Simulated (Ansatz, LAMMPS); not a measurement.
# Glassy 67SiO2-8Al2O3-4FeO-8MgO-4CaO-4Na2O-4TiO2 (mol %) (72 atoms): a short ab initio trajectory

Wanted: a short trajectory of glassy 67SiO2-8Al2O3-4FeO-8MgO-4CaO-4Na2O-4TiO2 (mol %) (72 atoms) with its pair distributions.

Main program and level: Ansatz 0.2.0; Kohn-Sham DFT, PBE, PAW (set soft_2), plane waves.

**1. The structure**

The cell holds 72 atoms: 16 Si, 4 Al, 1 Fe, 2 Mg, 1 Ca, 2 Na, 1 Ti and 45 O. Its edges and angles: a = 9.773 Å, b = 9.773 Å, c = 9.773 Å, α = 90.0°, β = 90.0°, γ = 90.0°. 72 atoms (16 Si, 4 Al, 1 Fe, 2 Mg, 1 Ca, 2 Na, 1 Ti, 45 O) placed at random at 2.52 g/cm³, melted at 3000 K for 20 ps at fixed volume with the Buckingham and Coulomb pair potential of Guillot and Sator (Geochim. Cosmochim. Acta 71, 1249 (2007)) with the boron terms of Wang et al. (J. Non-Cryst. Solids 498, 294 (2018)). Quenched from 3000 K to 300 K at 20 K/ps and fixed volume, held 10 ps at zero pressure.

What the set-up can't give: The quench rate of 20 K/ps far exceeds what a furnace or splat quench reaches, so expect more defects and frozen-in strain than in a real sample. The network of bonds at the start is that of the classical potential that made the cell. Without a Hubbard term or exact exchange, open shells on Fe are likely too delocalised. The Brillouin zone is sampled at Γ only, in a cell whose shortest periodic width is 10 Å.

**2. Single point at the start**

A single point comes first, to see the forces before anything moves.

Input file input.yaml:

```yaml
crystal:
  lattice:
    - [9.77345, 0.0, 0.0]
    - [0.0, 9.77345, 0.0]
    - [0.0, 0.0, 9.77345]
  atoms:
    - { symbol: Si, position: [0.12366, 0.33828, 0.26665] }
    - { symbol: Si, position: [0.81166, 0.62571, 0.54751] }
    - { symbol: Si, position: [0.50634, 0.98478, 0.70154] }
    - { symbol: Si, position: [0.80099, 0.98368, 0.39009] }
    [... 62 atom lines left out ...]
    - { symbol: O, position: [0.18285, 0.99736, 0.18314] }
    - { symbol: O, position: [0.74522, 0.73333, 0.65739] }
    - { symbol: O, position: [0.52039, 0.6271, 0.76285] }
    - { symbol: O, position: [0.41287, 0.8536, 0.22594] }
    - { symbol: O, position: [0.25917, 0.80102, 0.01228] }
    - { symbol: O, position: [0.82553, 0.15036, 0.05735] }
magnetization:
  spin_polarized: true
kpoints:
  mp_grid: { grid: [1, 1, 1] }
hamiltonian:
  xc: pbe
scf:
  occupations: { method: gaussian, width: 0.025 }
  lower_state_search: "off"
output:
  forces: true
  stress: true
```

On the command line:

```
> ansatz run input.yaml --threads 4 --pin off --max-ram 8192MiB --backend cpu --events-out ev --progress --plain --runs-dir out
```

Elapsed: 30 s, on 4 threads of Arm Neoverse V2, shared host; peak memory 1.9 GiB; 1.9 min of CPU time.

Read from the output:

```yaml
free_energy: -53548.5294 eV
free_energy_per_atom: -743.7296 eV/atom
scf_cycles: 30
pressure: 0.4718 GPa
r_m_s_force_component: 1.055 eV/Å
longest_force: 4.809 eV/Å
fermi_energy: 5.726 eV
total_moment: 4 μB
absolute_moment: 4.096 μB
```

The r.m.s. force component of 1.1 eV/Å and the pressure of 0.47 GPa set the starting point.

Length of the force by element:

```
element  coordination  atoms  mean length of the force (eV/Å)  spread  least  most
     Al           all      4                             1.73   0.606  0.784  2.44
     Ca           all      1                             1.24       0   1.24  1.24
     Fe           all      1                             1.82       0   1.82  1.82
     Mg           all      2                             2.31   0.103   2.20  2.41
     Na           all      2                            0.967  0.0596  0.907  1.03
      O           all     45                             1.38   0.613  0.455  2.80
     Si           all     16                             2.34   0.927   1.09  4.81
     Ti           all      1                             2.34       0   2.34  2.34
```

**3. Dynamics at 600 K**

A Nosé–Hoover thermostat steers the temperature while disturbing the dynamics little. The time step is 1.0 fs.

Changes to input.yaml since step 2:

```diff
@@ -19 +19,8 @@
   stress: true
+md:
+  timestep: 1.0
+  n_steps: 110
+  ensemble: nvt_nose_hoover
+  temperature: 600
+  initial_velocities: maxwell_boltzmann
+  seed: 5279
```

Elapsed: 25 min, on 4 threads; peak memory 1.9 GiB.

The program notes that the SCF threshold is loose for the stress and it switched symmetry off.

The trajectory, sampled:

```
time (fs)  T (K)  potential (meV/atom)  conserved (meV/atom)
      0.0    600                   0.0                  0.00
      7.0    602                  -0.3                  0.03
     15.0    674                  -9.5                 -0.03
     22.0    553                   6.0                  0.04
     29.0    553                   5.9                  0.02
     37.0    621                  -2.8                  0.01
     44.0    649                  -6.4                 -0.01
     51.0    625                  -3.5                  0.02
     59.0    612                  -1.9                 -0.01
     66.0    584                   1.5                  0.03
     73.0    614                  -2.4                 -0.01
     81.0    572                   2.7                  0.02
     88.0    596                  -0.4                  0.00
     95.0    608                  -2.1                 -0.01
    103.0    542                   6.2                  0.04
    110.0    568                   2.7                 -0.02
```

Mean square displacement from the first frame to the last: Si 0.11 Å², Al 0.055 Å², Fe 0.0022 Å², Mg 0.096 Å², Ca 0.53 Å², Na 0.43 Å², Ti 0.10 Å², O 0.14 Å².

Table of mean square displacement by time lag; 7 of 8 lines:

```
time lag (fs)  Al (Å²)  Ca (Å²)  Fe (Å²)  Mg (Å²)  Na (Å²)   O (Å²)  Si (Å²)
          1.0   5.5e-5   7.2e-5   7.8e-6   3.6e-5   6.1e-5   9.1e-5   5.5e-5
          5.0  0.00133  0.00181   1.9e-4   9.1e-4  0.00157  0.00224  0.00134
          7.0  0.00256  0.00354   3.6e-4  0.00178  0.00309  0.00431  0.00256
         12.0  0.00687   0.0104   1.0e-3  0.00514  0.00929   0.0118  0.00682
         16.0   0.0110   0.0183  0.00166  0.00886   0.0168   0.0194   0.0109
         21.0   0.0162   0.0312  0.00260   0.0144   0.0294   0.0296   0.0159
         23.0   0.0181   0.0371  0.00299   0.0167   0.0354   0.0337   0.0177
         28.0   0.0220   0.0541  0.00395   0.0225   0.0530   0.0438   0.0218
         32.0   0.0242   0.0697  0.00468   0.0268   0.0696   0.0517   0.0248
         34.0   0.0251   0.0782  0.00503   0.0289   0.0787   0.0555   0.0262
         39.0   0.0268    0.101  0.00581   0.0336    0.103   0.0649   0.0299
         43.0   0.0279    0.121  0.00628   0.0370    0.125   0.0720   0.0333
         48.0   0.0294    0.148  0.00661   0.0409    0.155   0.0803   0.0380
         50.0   0.0302    0.160  0.00664   0.0424    0.167   0.0833   0.0400
         55.0   0.0326    0.190  0.00652   0.0461    0.198   0.0904   0.0451
```

Over the second half of 110 fs the temperature averages 589 K, falling from about 601 to 561 K (means over the first and last quarter of that half). The conserved energy stays within 0.06 meV/atom. From first frame to last Ca has the largest mean square displacement, 0.53 Å² at the end; the farthest move is 0.76 Å. The count of bonds goes from 114 in the first frame to 112 in the last, by one set of cutoffs: 5 pairs passed out of them and 3 came within. The run spans 0.11 ps, too short for its means to be equilibrium values.

**4. Distances and neighbours late in the run**

The g(r) is a mean over the second half; what follows it is taken at the last frame.

Bonds before and after, by the cutoffs listed below:

```
pair  bonds before  bonds after  mean before (Å)  mean after (Å)  spread before (Å)  spread after (Å)
O-Si            64           65            1.640           1.652              0.024             0.063
O-Al            16           16            1.735           1.772              0.043             0.065
O-Mg             9            9            2.039           2.007              0.098             0.094
O-Na            10            9            2.601           2.445              0.135             0.148
O-Ca             6            5            2.534           2.461              0.141             0.191
O-Fe             4            3            2.181           1.958              0.134             0.029
O-Ti             5            5            1.979           1.956              0.013             0.148
```

Density 2.70 g/cm³, 12.97 Å³ an atom.

Mean of 15 frames. g(r), total and by pair (bins of 0.2 Å):

```
r (Å)  total   O-O   O-Si  O-Al  O-Mg  O-Na  O-Ca
 1.50   0.56  0.00   2.01  0.00  0.00  0.00  0.00
 1.70   3.35  0.00  10.05  7.44  0.00  0.00  0.00
 1.90   0.64  0.00   0.15  3.05  5.24  0.00  0.00
 2.10   0.23  0.00   0.09  0.00  3.56  0.17  1.20
 2.30   0.22  0.14   0.00  0.00  0.21  3.54  1.56
 2.50   0.84  1.74   0.00  0.00  0.22  1.44  3.04
 2.70   1.48  3.41   0.08  0.00  0.21  0.83  1.24
 2.90   1.02  1.75   0.15  0.08  0.36  0.54  1.22
 3.10   0.90  0.84   0.33  0.50  0.54  0.95  1.31
 3.30   0.97  0.71   0.81  0.89  0.42  0.77  0.93
 3.50   0.86  0.71   1.22  1.10  1.06  0.34  0.32
 3.70   1.09  0.83   1.62  1.49  1.14  0.61  2.41
 3.90   1.09  0.70   1.68  1.12  1.92  0.97  1.31
 4.10   1.14  0.77   1.61  1.58  1.47  0.85  0.37
 4.30   0.99  0.58   1.36  2.04  1.38  1.11  0.18
 4.50   0.94  0.74   0.96  1.34  1.08  0.94  1.46
 4.70   1.00  1.18   0.74  0.68  0.99  1.39  1.70
```

Bonds by pair of elements; cutoffs follow the first minimum of g(r), held within bounds set by covalent radii, and pairs that aren't listed don't count as bonded:

```
pair A-B  cutoff (Å)  bonds  mean length (Å)  spread (Å)  shortest (Å)  B about A  A about B
    O-Si        2.16     65             1.65       0.063          1.55       1.44       4.06
    O-Al        2.33     16             1.77       0.065          1.64      0.356          4
    O-Mg        2.62      9             2.01       0.094          1.89        0.2        4.5
    O-Na        2.83      9             2.44       0.148          2.26        0.2        4.5
    O-Ca        2.83      5             2.46       0.191          2.24      0.111          5
    O-Fe        2.33      3             1.96       0.029          1.92      0.067          3
    O-Ti        2.64      5             1.96       0.148          1.75      0.111          5
```

How many atoms have how many bonded neighbours:

```
element  mean   2   3   4  5
     Al     4   0   0   4  0
     Ca     5   0   0   0  1
     Fe     3   0   1   0  0
     Mg   4.5   0   0   1  1
     Na   4.5   0   0   1  1
      O  2.49  24  20   1  0
     Si  4.06   0   0  15  1
     Ti     5   0   0   0  1
```

Bond angles, per cent of each kind in bins of 5°:

```
angle (°)  O-Si-O  O-Al-O  Si-O-Si  O-Na-O  O-Mg-O
    55–60     0.0     0.0      0.0     6.2     0.0
    60–65     0.0     0.0      0.0     6.2     0.0
    65–70     0.0     0.0      0.0     6.2     0.0
    70–75     0.0     0.0      0.0    12.5    18.8
    75–80     0.0     0.0      0.0    12.5     0.0
    80–85     2.0     4.2      0.0     0.0     0.0
    85–90     1.0     0.0      0.0     0.0    12.5
    90–95     2.0     4.2      0.0     0.0    12.5
   95–100     5.0     4.2      0.0     6.2    12.5
  100–105    22.0    16.7      0.0    12.5     6.2
  105–110    26.0    25.0      0.0     6.2     0.0
  110–115    22.0    20.8      0.0     6.2     6.2
  115–120    14.0    16.7      4.8     0.0     6.2
  120–125     3.0     4.2      9.5     0.0     6.2
  125–130     1.0     4.2      4.8     6.2     0.0
  130–135     1.0     0.0     14.3     0.0     0.0
  135–140     0.0     0.0     33.3     0.0     6.2
  140–145     0.0     0.0      9.5     0.0     6.2
  145–150     0.0     0.0      4.8     0.0     0.0
  150–155     0.0     0.0      0.0     0.0     0.0
  155–160     0.0     0.0     19.0     6.2     0.0
  160–165     0.0     0.0      0.0     6.2     6.2
  165–170     0.0     0.0      0.0     6.2     0.0
  170–175     1.0     0.0      0.0     0.0     0.0
```

Bond angles (no mean is given where the spread exceeds 20°):

```
  angle  count  mean (°)  spread (°)
 O-Si-O    100       109        10.3
 O-Al-O     24       109         9.2
Si-O-Si     21       138        11.8
 O-Na-O     16         -           -
 O-Mg-O     16         -           -
```

Oxygen atoms by the number of network formers (Si, P, Ge, B, Al, As, Ga) bound to them:

```
network formers bound to O  O atoms  per cent
                         0        0         0
                         1        9        20
                         2       36        80
```

Network units: each former by its oxygen neighbours and how many of them bridge to another former:

```
former  O neighbours  bridging O  atoms
    Si             4           2      1
    Si             4           3      5
    Si             4           4      9
    Si             5           4      1
    Al             4           3      1
    Al             4           4      3
```

Bond length by coordination (bonds to H left out):

```
element  coordination  atoms  mean bond length (Å)
     Mg             4      1                  1.93
     Mg             5      1                  2.07
     Na             4      1                  2.56
     Na             5      1                  2.35
      O             2     24                  1.66
      O             3     20                  1.92
      O             4      1                  2.25
     Si             4     15                  1.65
     Si             5      1                  1.74
```

Rings of the network by King's shortest-path rule, up to 12 atoms, one path for each pair of neighbours; H, halogens, alkali and alkaline-earth atoms are left out, and the last column divides by all other atoms, bonded or not:

```
ring size (atoms)  rings  per network atom
                8      7             0.104
               10      9             0.134
               12      7             0.104
```

With the cutoffs above, all Al atoms have 4, all Ca atoms have 5, all Fe atoms have 3 and 50 % of Mg atoms have 4 and as many 5 bonded neighbours. The O-Si-O angle averages 109° with a spread of 10°. Counting bonds to Si and Al alone, not to Fe and Ti, 80 % of the oxygens join two of these atoms and 20 % one. The commonest Si unit has 4 oxygens, 4 of them shared with other formers (9 of 16 atoms). Rings of 10 atoms are the most common (39 % of those counted); sizes run from 8 to 12, where the search stops.

(Continued in part 2 of 2.)

[Logs are printed without paths, hosts, clocks, repeated set-up lines and the standing remarks that a program may print on its own settings, such as how far it seeks lower states.]

[Hosts, paths, dates, database ids (printed as entryN), source tags and the programs' standing remarks are cut or masked in the printed files.]
